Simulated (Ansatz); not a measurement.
# Band gap of H4C2SeSO2 (Pc) from density functionals to GW, part 2 of 3

Aim: the gap of H4C2SeSO2 (Pc) at several levels of theory on one structure, with the time that each takes.

Ansatz 0.2.0; density functionals, hybrids and G0W0, plane waves, PAW. Known limits of the many-body steps: finite bands, screening cutoff and k mesh; no spin-orbit coupling in G0W0.

So far. Step 4 (PBE on the 6×4×4 mesh): Over mesh and path the gap is 2.989 eV, from k = (-0.500, 0.500, 0.000) to k = (-0.500, 0.000, 0.000). The least direct gap found is 3.203 eV, at k = (-0.500, 0.450, 0.000). PBE against PBEsol: 2.989 − 2.905 = +0.084 eV, with the same mesh, files and cutoff, and both edges at the same k points. Step 5 (PBE+SOC on the 6×4×4 mesh): Over mesh and listed points the gap is 2.988 eV, from k = (-0.500, 0.500, 0.000) to k = (-0.500, 0.000, 0.000).

In doubt: masses and optical values from hybrid runs of this build are listed as unsure (step 11), which bears on the screening that GW takes from such a start.

## Step 6: r2SCAN on the 6×4×4 mesh

r2SCAN is a meta-GGA: it depends on the kinetic-energy density as well as on the density and its gradient.

This step: DFT, r2SCAN, plane waves, PAW; PAW set soft_1.

File input.yaml:

```yaml
crystal:
  lattice:
    - [5.6201, 0.0, 0.0]
    - [0.0, 5.429, 0.0]
    - [-4.1064155037, 0.0, 7.782155437]
  atoms:
    - { symbol: H, position: [0.9903275064, 0.7473635647, 0.4660418871] }
    - { symbol: H, position: [0.9903275064, 0.2526364353, 0.9660418871] }
    - { symbol: H, position: [0.9526666536, 0.4949916995, 0.3188623577] }
    - { symbol: H, position: [0.9526666536, 0.5050083005, 0.8188623577] }
    - { symbol: H, position: [0.3242621606, 0.9254302466, -0.0008390993] }
    - { symbol: H, position: [0.3242621606, 0.0745697534, 0.4991609007] }
    - { symbol: H, position: [0.4578783155, 0.1133202744, 0.1941292844] }
    - { symbol: H, position: [0.4578783155, 0.8866797256, 0.6941292844] }
    - { symbol: C, position: [0.8719629278, 0.6686019466, 0.3380623345] }
    - { symbol: C, position: [0.8719629278, 0.3313980534, 0.8380623345] }
    - { symbol: C, position: [0.4713629967, 0.9401030733, 0.1349322238] }
    - { symbol: C, position: [0.4713629967, 0.0598969267, 0.6349322238] }
    - { symbol: Se, position: [0.4847737869, 0.6468803937, 0.274117174] }
    - { symbol: Se, position: [0.4847737869, 0.3531196063, 0.774117174] }
    - { symbol: S, position: [0.8080090367, 0.8871242417, 0.1698405285] }
    - { symbol: S, position: [0.8080090367, 0.1128757583, 0.6698405285] }
    - { symbol: O, position: [0.9794800703, 0.1049310127, 0.2322299963] }
    - { symbol: O, position: [0.9794800703, 0.8950689873, 0.7322299963] }
    - { symbol: O, position: [0.8018265455, 0.7599013105, 0.0217933131] }
    - { symbol: O, position: [0.8018265455, 0.2400986895, 0.5217933131] }
kpoints:
  mp_grid: { grid: [6, 4, 4] }
  band_path:
    path:
      - [0.0, 0.0, 0.0]
      - [0.0, 0.5, 0.0]
      - [0.0, 0.5, 0.5]
      - [0.0, 0.0, 0.5]
      - [-0.5, 0.0, 0.5]
      - [-0.5, 0.5, 0.5]
      - [-0.5, 0.5, 0.0]
      - [-0.5, 0.0, 0.0]
      - [-0.5, 0.45, 0.0]
    npoints: 1
hamiltonian:
  xc: r2scan
  pseudopotentials: { kind: paw, azcp: { folder: soft_1 } }
scf:
  occupations: { method: fixed }
  n_extra_bands: 10
output:
  eigenvalues: true
  forces: true
  stress: true
  write_density: true
  write_potential: true
  elf: true
  volumetric_format: npy
```

Command:

```console
ansatz run input.yaml --threads 2 --pin off --max-ram 92160MiB --backend cuda --events-out ev --progress --plain --runs-dir out --devices 1 --max-vram 13GiB
```

Numbers of over 12 decimals in the logs are rounded to 6 here.

What it wrote:

```text
[...]
GPUs: using 1 of 1 available (devices: 1).
[...]
GPU FFT provider: cuFFT
GPU libraries: cuBLAS 13.8.2, cuFFT 12.4.0, cuSOLVER 12.3.4
Crystal: 20 atoms, lattice volume = 237.445 Å³
Basis set: ecut = 500 eV, 6047 PW (Γ), exchange–correlation on 180×160×288 points (64 copies of the dense FFT grid, shifted against one another)
[...]
k-point 0: bands = [... 42 lower, 0.4939, 0.5302, 1.9516, 2.0090, 6.6374, 6.9047, 7.5351, 7.6053, ... 6 higher]
  k-point 1: bands = [... 42 lower, 0.4830, 0.5151, 1.9801, 2.0165, 6.6189, 6.7847, 7.5460, 7.5842, ... 6 higher]
  k-point 2: bands = [... 42 lower, 0.4831, 0.4831, 2.0163, 2.0163, 6.6407, 6.6407, 7.5590, 7.5590, ... 6 higher]
  k-point 41: bands = [... 42 lower, 0.2842, 0.2842, 2.3185, 2.3185, 6.1588, 6.1588, 6.9556, 6.9556, ... 6 higher]
[key lines of the parts left out:]
SCF converged after 11 iterations
Free energy (F): -16172.248807 eV
Fermi energy:    2.579599 eV
P = ⅓ Tr σ = -1.6056 GPa (-16.056 kbar)
```

Elapsed: 17 s, on 1 × NVIDIA H100 80GB HBM3 (shared by 6 runs) with 2 threads of AMD EPYC 7R13 (Zen 3), shared host; peak memory 1.6 GiB.

This step gave:

```yaml
pressure: -1.606 GPa
gap: 3.333 eV
valence_top_at: C_2
conduction_bottom_at: Y_2
least_direct_gap: 3.561 eV
```

Over mesh and listed points the gap is 3.333 eV, from k = (-0.500, 0.500, 0.000) to k = (-0.500, 0.000, 0.000). The least direct gap found is 3.561 eV, at k = (-0.500, 0.450, 0.000). r2SCAN against PBE: 3.333 − 2.989 = +0.344 eV. The runs also differ in plane-wave cutoff (420 eV and 500 eV), so how much of this comes from the functional alone is not known.

## Step 7: HSE06 on the 4×4×2 mesh

HSE06 mixes in a quarter of exact exchange at short range.

This step: DFT, HSE06, plane waves, PAW; PAW set soft_1.

input.yaml: that of step 6 with these lines changed.

```diff
@@ -27,3 +27,3 @@
 kpoints:
-  mp_grid: { grid: [6, 4, 4] }
+  mp_grid: { grid: [4, 4, 2] }
   band_path:
@@ -41,3 +41,3 @@
 hamiltonian:
-  xc: r2scan
+  xc: hse06
   pseudopotentials: { kind: paw, azcp: { folder: soft_1 } }
@@ -48,7 +48 @@
   eigenvalues: true
-  forces: true
-  stress: true
-  write_density: true
-  write_potential: true
-  elf: true
-  volumetric_format: npy
```

What it wrote:

```text
[...]
GPUs: using 1 of 1 available (devices: 1).
[...]
davidson cushion auto → on  (no smearing: the cushion is to keep the highest requested band from converging to the state above it; pin scf.eigensolver.cushion to override)
[...]
GPU FFT provider: cuFFT
GPU libraries: cuBLAS 13.8.2, cuFFT 12.4.0, cuSOLVER 12.3.4
Crystal: 20 atoms, lattice volume = 237.445 Å³
Basis set: ecut = 420 eV, 4629 PW (Γ)
[...]
Fermi energy:    2.102654 eV
[...]
--- Band table (eV; the first three rows and the last of 18) ---
  k-point 0: bands = [... 42 lower, -0.1401, -0.1166, 1.4560, 1.5137, 7.0999, 7.4039, 8.0090, 8.0929, ... 6 higher]
  k-point 1: bands = [... 42 lower, -0.1474, -0.1474, 1.5187, 1.5187, 7.0981, 7.0981, 8.0414, 8.0414, ... 6 higher]
  k-point 2: bands = [... 42 lower, -0.2902, -0.0811, 1.5545, 1.7880, 6.8259, 7.3166, 7.9869, 8.1622, ... 6 higher]
  k-point 17: bands = [... 42 lower, -0.3983, -0.3983, 1.8352, 1.8352, 6.5807, 6.5807, 7.4120, 7.4120, ... 6 higher]
[key lines of the parts left out:]
Free energy (F): -16141.735995 eV
```

Run time: 76 s. Hardware: 1 × NVIDIA H100 80GB HBM3 (shared by 6 runs) with 2 threads; peak memory 1.8 GiB.

Numbers from this step:

- gap: 4.223 eV
- valence top at: C_2
- conduction bottom at: Y_2
- least direct gap: 4.463 eV
- exact-exchange fraction: 0.25

Over mesh and listed points the gap is 4.223 eV, from k = (-0.500, 0.500, 0.000) to k = (-0.500, 0.000, 0.000). The least direct gap found is 4.463 eV, at k = (-0.500, 0.450, 0.000). HSE06 against PBE: 4.223 − 2.989 = +1.234 eV. The runs also differ in mesh (6×4×4 and 4×4×2), so how much of this comes from the functional alone is not known.

## Step 8: PBE0 on the 4×4×2 mesh

PBE0 mixes in a quarter of exact exchange at all distances.

This step: DFT, PBE0, plane waves, PAW; PAW set soft_1.

input.yaml: that of step 7 with these lines changed.

```diff
@@ -41,3 +41,3 @@
 hamiltonian:
-  xc: hse06
+  xc: pbe0
   pseudopotentials: { kind: paw, azcp: { folder: soft_1 } }
@@ -48 +48,5 @@
   eigenvalues: true
+  write_density: true
+  write_potential: true
+  elf: true
+  volumetric_format: npy
```

What it wrote:

```text
[...]
GPUs: using 1 of 1 available (devices: 1).
[...]
GPU FFT provider: cuFFT
GPU libraries: cuBLAS 13.8.2, cuFFT 12.4.0, cuSOLVER 12.3.4
Crystal: 20 atoms, lattice volume = 237.445 Å³
Basis set: ecut = 420 eV, 4629 PW (Γ)
Bands: 56, of which v1, the nominal top of the filled ones, is band 46 counted from 1 (45 counted from 0)
Symmetry: 2 space group operations
[...]
k-points: 18 of 32 (time reversal used)
[...]
Fermi energy:    1.714391 eV
[...]
--- Band table (eV; the first three rows and the last of 18) ---
  k-point 0: bands = [... 42 lower, -0.5371, -0.5132, 1.0546, 1.1141, 7.4759, 7.7848, 8.3866, 8.4728, ... 6 higher]
  k-point 1: bands = [... 42 lower, -0.5441, -0.5441, 1.1193, 1.1193, 7.4720, 7.4720, 8.4202, 8.4202, ... 6 higher]
  k-point 2: bands = [... 42 lower, -0.6881, -0.4778, 1.1548, 1.3936, 7.1954, 7.6964, 8.3641, 8.5429, ... 6 higher]
  k-point 17: bands = [... 42 lower, -0.7966, -0.7966, 1.4409, 1.4409, 6.9492, 6.9492, 7.7873, 7.7873, ... 6 higher]
[key lines of the parts left out:]
Free energy (F): -16142.601497 eV
```

It took 74 s on 1 × NVIDIA H100 80GB HBM3 (shared by 6 runs) with 2 threads; peak memory 1.8 GiB.

Numbers from this step:

| Item | Value |
| --- | --- |
| gap | 4.978 eV |
| valence top at | C_2 |
| conduction bottom at | Y_2 |
| least direct gap | 5.220 eV |
| exact-exchange fraction | 0.25 |

Over mesh and listed points the gap is 4.978 eV, from k = (-0.500, 0.500, 0.000) to k = (-0.500, 0.000, 0.000). The least direct gap found is 5.220 eV, at k = (-0.500, 0.450, 0.000). PBE0 against HSE06: 4.978 − 4.223 = +0.755 eV, with the same mesh, files and cutoff, and both edges at the same k points.

## Step 9: DDH-PBE0 on the 4×4×2 mesh

The input asks for a share of exact exchange of one over the crystal's ε∞, which the program works out first.

This step: DFT, dielectric-dependent PBE0 (fraction 1/eps_inf of PBE), plane waves, PAW; PAW set soft_1.

input.yaml: that of step 8 with these lines changed.

```diff
@@ -26,2 +26,3 @@
     - { symbol: O, position: [0.8018265455, 0.2400986895, 0.5217933131] }
+  host: atoms
 kpoints:
@@ -41,3 +42,6 @@
 hamiltonian:
-  xc: pbe0
+  xc:
+    exchange: pbe
+    correlation: pbe
+    exx: { coeff: inverse_dielectric }
   pseudopotentials: { kind: paw, azcp: { folder: soft_1 } }
@@ -48,5 +52 @@
   eigenvalues: true
-  write_density: true
-  write_potential: true
-  elf: true
-  volumetric_format: npy
```

What it wrote:

```text
[...]
the fraction of exact exchange is that of a crystal of H8C4Se2S2O4
GPUs: using 1 of 1 available (devices: 1).
[...]
a weight of exact exchange comes from the crystal, and the text's number only plans the run
Solving k-mesh 4×2×2 for the fraction of exact exchange
[...]
Fermi energy:    1.304301 eV
[...]
--- Band table (eV; the first three rows and the last of 18) ---
  k-point 0: bands = [... 42 lower, -1.0264, -1.0067, 0.6307, 0.6921, 7.7778, 8.1030, 8.7197, 8.8094, ... 6 higher]
  k-point 1: bands = [... 42 lower, -1.0312, -1.0312, 0.6959, 0.6959, 7.7688, 7.7688, 8.7534, 8.7534, ... 6 higher]
  k-point 2: bands = [... 42 lower, -1.1788, -0.9706, 0.7328, 0.9772, 7.4820, 8.0091, 8.6963, 8.8775, ... 6 higher]
  k-point 17: bands = [... 42 lower, -1.2812, -1.2812, 1.0253, 1.0253, 7.2310, 7.2310, 8.1029, 8.1029, ... 6 higher]
[key lines of the parts left out:]
Free energy (F): -16144.147571 eV
```

Wall time 1.8 min (1 × NVIDIA H100 80GB HBM3 (shared by 6 runs) with 2 threads); peak memory 2 GiB; 2.5 min of CPU time.

Numbers from this step:

* gap: 5.660 eV
* valence top at: C_2
* conduction bottom at: Y_2
* least direct gap: 5.911 eV
* exact-exchange fraction: 0.3345

Over mesh and listed points the gap is 5.660 eV, from k = (-0.500, 0.500, 0.000) to k = (-0.500, 0.000, 0.000). The least direct gap found is 5.911 eV, at k = (-0.500, 0.450, 0.000). DDH-PBE0 against PBE0: 5.660 − 4.978 = +0.682 eV, with the same mesh, files and cutoff, and both edges at the same k points.

## Step 10: G0W0@PBE, 4×4×2 mesh, 1091 empty bands, screening to 160 eV, PAW set soft_1 files

G0W0 replaces the xc potential by a self-energy built once from the orbitals of the start. Levels are corrected in the window of bands that the input names, at points of the mesh.

This step: G0W0 on PBE, plane waves, PAW; PAW set soft_1.

input.yaml: that of step 9 with these lines changed.

```diff
@@ -26,22 +26,6 @@
     - { symbol: O, position: [0.8018265455, 0.2400986895, 0.5217933131] }
-  host: atoms
 kpoints:
   mp_grid: { grid: [4, 4, 2] }
-  band_path:
-    path:
-      - [0.0, 0.0, 0.0]
-      - [0.0, 0.5, 0.0]
-      - [0.0, 0.5, 0.5]
-      - [0.0, 0.0, 0.5]
-      - [-0.5, 0.0, 0.5]
-      - [-0.5, 0.5, 0.5]
-      - [-0.5, 0.5, 0.0]
-      - [-0.5, 0.0, 0.0]
-      - [-0.5, 0.45, 0.0]
-    npoints: 1
 hamiltonian:
-  xc:
-    exchange: pbe
-    correlation: pbe
-    exx: { coeff: inverse_dielectric }
+  xc: pbe
   pseudopotentials: { kind: paw, azcp: { folder: soft_1 } }
@@ -49,4 +33,7 @@
   occupations: { method: fixed }
-  n_extra_bands: 10
-output:
-  eigenvalues: true
+gw:
+  n_empty_bands: 1091
+  ecut_chi: 160.0
+  qp_bands: [v4, c4]
+  qp_kpoints: band_edges
+  screening: { model: contour_deformation }
```

What it wrote:

```text
GPUs: using 1 of 1 available (devices: 1).
[...]
GPU FFT provider: cuFFT
GPU libraries: cuBLAS 13.8.2, cuFFT 12.4.0, cuSOLVER 12.3.4
Crystal: 20 atoms, lattice volume = 237.445 Å³
Basis set: ecut = 420 eV, 4629 PW (Γ)
Bands: 66, of which v1, the nominal top of the filled ones, is band 46 counted from 1 (45 counted from 0)
Symmetry: 2 space group operations
[...]
k-points: 18 of 32 (time reversal used)
[...]
0    50      7.4753    -8.5315    -4.4024   -14.1484  0.8094     8.7096     8.6897  root
[...]
17    47      6.1250    -9.2865    -3.6531   -14.0166  0.8143     7.2133     7.2020  root
    17    48      6.1250    -9.2865    -3.6531   -14.0166  0.8143     7.2133     7.2020  root
    17    49      6.8595    -9.0584    -4.0497   -14.2674  0.8113     8.0339     8.0188  root
    17    50      6.8595    -9.0584    -4.0497   -14.2674  0.8113     8.0339     8.0188  root
[key lines of the parts left out:]
SCF converged after 11 iterations
Free energy (F): -16138.448997 eV
Fermi energy:    2.908312 eV
```

Wall time 3 min (1 × NVIDIA H100 80GB HBM3 (shared by 6 runs) with 2 threads); peak memory 6.3 GiB; 4.9 min of CPU time.

Numbers from this step:

```yaml
bands_summed: 1137
rpa_eps_infinity_on_this_mesh_eigenvalues: 2.633, 2.778, 3.005
plane_waves_in_the_screening_matrix: 1083
g0w0_gap_over_the_corrected_points: 5.679 eV
k_of_the_valence_top: -0.5, -0.5, 0
k_of_the_conduction_bottom: -0.5, 0, 0
starting_gap_on_the_mesh: 2.989 eV
z_at_the_valence_top: 0.8020
z_at_the_conduction_bottom: 0.8160
least_direct_g0w0_gap_over_the_corrected_points: 5.954 eV
```

Over 17 of 18 irreducible mesh points the G0W0 gap is 5.679 eV, from k = (-0.500, -0.500, 0.000) to k = (-0.500, 0.000, 0.000). The PBE gap of this run on the mesh is 2.989 eV. The two states that bound the G0W0 gap lie that far apart at the start, so the correction of the gap is 5.679 − 2.989 = +2.690 eV.

## Step 11: G0W0@HSE06, 4×4×2 mesh, 1091 empty bands, screening to 160 eV, PAW set soft_1 files

This step: G0W0 on HSE06, plane waves, PAW; PAW set soft_1.

input.yaml: that of step 10 with these lines changed.

```diff
@@ -29,3 +29,3 @@
 hamiltonian:
-  xc: pbe
+  xc: hse06
   pseudopotentials: { kind: paw, azcp: { folder: soft_1 } }
```

What it wrote:

```text
GPUs: using 1 of 1 available (devices: 1).
[...]
GPU FFT provider: cuFFT
GPU libraries: cuBLAS 13.8.2, cuFFT 12.4.0, cuSOLVER 12.3.4
Crystal: 20 atoms, lattice volume = 237.445 Å³
Basis set: ecut = 420 eV, 4629 PW (Γ)
Bands: 66, of which v1, the nominal top of the filled ones, is band 46 counted from 1 (45 counted from 0)
Symmetry: 2 space group operations
[...]
k-points: 18 of 32 (time reversal used)
[...]
0    49      8.0090    -8.1805    -3.9716   -13.0090  0.8405     8.8712     8.8658  root
     0    50      8.0929    -8.1278    -4.0223   -13.0073  0.8404     8.9558     8.9502  root
[...]
17    47      6.5808    -8.8431    -3.4258   -13.1122  0.8433     7.4285     7.4241  root
    17    48      6.5808    -8.8431    -3.4258   -13.1122  0.8433     7.4285     7.4241  root
    17    49      7.4120    -8.6367    -3.7482   -13.2429  0.8412     8.2751     8.2700  root
    17    50      7.4120    -8.6367    -3.7482   -13.2429  0.8412     8.2751     8.2700  root
[key lines of the parts left out:]
Free energy (F): -16141.735995 eV
Fermi energy:    2.102660 eV
```

The job ended after 8.3 min (1 × NVIDIA H100 80GB HBM3 (shared by 6 runs) with 2 threads; peak memory 6.9 GiB; 11 min of CPU time).

This step gave:

```
bands summed                                    : 1137
RPA ε∞ on this mesh (eigenvalues)               : 2.363, 2.471, 2.648
plane waves in the screening matrix             : 1083
G0W0 gap over the corrected points              : 6.244 eV
k of the valence top                            : -0.5, -0.5, 0
k of the conduction bottom                      : -0.5, 0, 0
starting gap on the mesh                        : 4.223 eV
Z at the valence top                            : 0.8319
Z at the conduction bottom                      : 0.8448
least direct G0W0 gap over the corrected points : 6.523 eV
```

Over 17 of 18 irreducible mesh points the G0W0 gap is 6.244 eV, from k = (-0.500, -0.500, 0.000) to k = (-0.500, 0.000, 0.000). The HSE06 gap of this run on the mesh is 4.223 eV. The two states that bound the G0W0 gap lie that far apart at the start, so the correction of the gap is 6.244 − 4.223 = +2.021 eV. G0W0@HSE06 against G0W0@PBE with 1137 bands: 6.244 − 5.679 = +0.565 eV, with the same mesh, files and cutoffs, and both edges at the same k points.

## Step 12: G0W0@r2SCAN, 4×4×2 mesh, 1091 empty bands, screening to 160 eV, PAW set soft_1 files

This step: G0W0 on r2SCAN, plane waves, PAW; PAW set soft_1.

input.yaml: that of step 11 with these lines changed.

```diff
@@ -29,3 +29,3 @@
 hamiltonian:
-  xc: hse06
+  xc: r2scan
   pseudopotentials: { kind: paw, azcp: { folder: soft_1 } }
```

What it wrote:

```text
GPUs: using 1 of 1 available (devices: 1).
[...]
GPU FFT provider: cuFFT
GPU libraries: cuBLAS 13.8.2, cuFFT 12.4.0, cuSOLVER 12.3.4
Crystal: 20 atoms, lattice volume = 237.445 Å³
Basis set: ecut = 500 eV, 6047 PW (Γ), exchange–correlation on 180×160×288 points (64 copies of the dense FFT grid, shifted against one another)
Bands: 66, of which v1, the nominal top of the filled ones, is band 46 counted from 1 (45 counted from 0)
[...]
0    50      7.6053    -8.4239    -4.2447   -13.8567  0.8223     8.8089     8.7933  root
[...]
17    47      6.1588    -9.2708    -3.5496   -13.9749  0.8257     7.3246     7.3134  root
    17    48      6.1588    -9.2708    -3.5496   -13.9749  0.8257     7.3246     7.3134  root
    17    49      6.9557    -8.8881    -3.9296   -13.9864  0.8243     8.1374     8.1243  root
    17    50      6.9557    -8.8881    -3.9296   -13.9864  0.8243     8.1374     8.1243  root
[key lines of the parts left out:]
SCF converged after 11 iterations
Free energy (F): -16172.248634 eV
Fermi energy:    2.579665 eV
```

Run time: 3.7 min. Hardware: 1 × NVIDIA H100 80GB HBM3 (shared by 6 runs) with 2 threads; peak memory 7.2 GiB; 5.9 min of CPU time.

Numbers from this step:

```
bands summed                                    : 1137
RPA ε∞ on this mesh (eigenvalues)               : 2.515, 2.642, 2.856
plane waves in the screening matrix             : 1083
G0W0 gap over the corrected points              : 5.895 eV
k of the valence top                            : -0.5, -0.5, 0
k of the conduction bottom                      : -0.5, 0, 0
starting gap on the mesh                        : 3.333 eV
Z at the valence top                            : 0.8146
Z at the conduction bottom                      : 0.8278
least direct G0W0 gap over the corrected points : 6.177 eV
```

Over 17 of 18 irreducible mesh points the G0W0 gap is 5.895 eV, from k = (-0.500, -0.500, 0.000) to k = (-0.500, 0.000, 0.000). The r2SCAN gap of this run on the mesh is 3.333 eV. The two states that bound the G0W0 gap lie that far apart at the start, so the correction of the gap is 5.895 − 3.333 = +2.562 eV. G0W0@r2SCAN against G0W0@HSE06 with 1137 bands: 5.895 − 6.244 = −0.349 eV. The runs also differ in plane-wave cutoff (420 eV and 500 eV), so how much of this comes from the start alone is not known.

[end of part 2 of 3]

[Paths, hosts, dates, memory and timing lines, banners, echoed tables and standing remarks are left out of the program output.]

[Logs are printed without paths, hosts, clocks, repeated set-up lines and the standing remarks that a program may print on its own settings, such as how far it seeks lower states.]

[Runs of the session that timed out or met a known fault of the program may be left out.]

[Cells called generated may have been cut or substituted from an entry of the Crystallography Open Database or the Materials Project.]

[Hosts, paths, dates, database ids (printed as entryN), source tags and the programs' standing remarks are cut or masked in the printed files.]

[Where an RPA ε∞ is given, it is that of the G0W0 mesh and is not shown converged in it. Names of k-points follow the symmetry that the program found, which can be lower than the space group named. Band edges on a path are those of the sampled points; other points can move an edge, and change direct to indirect where valleys lie close.]

[Hybrid gaps are those of their k-mesh and are not shown converged in it.]
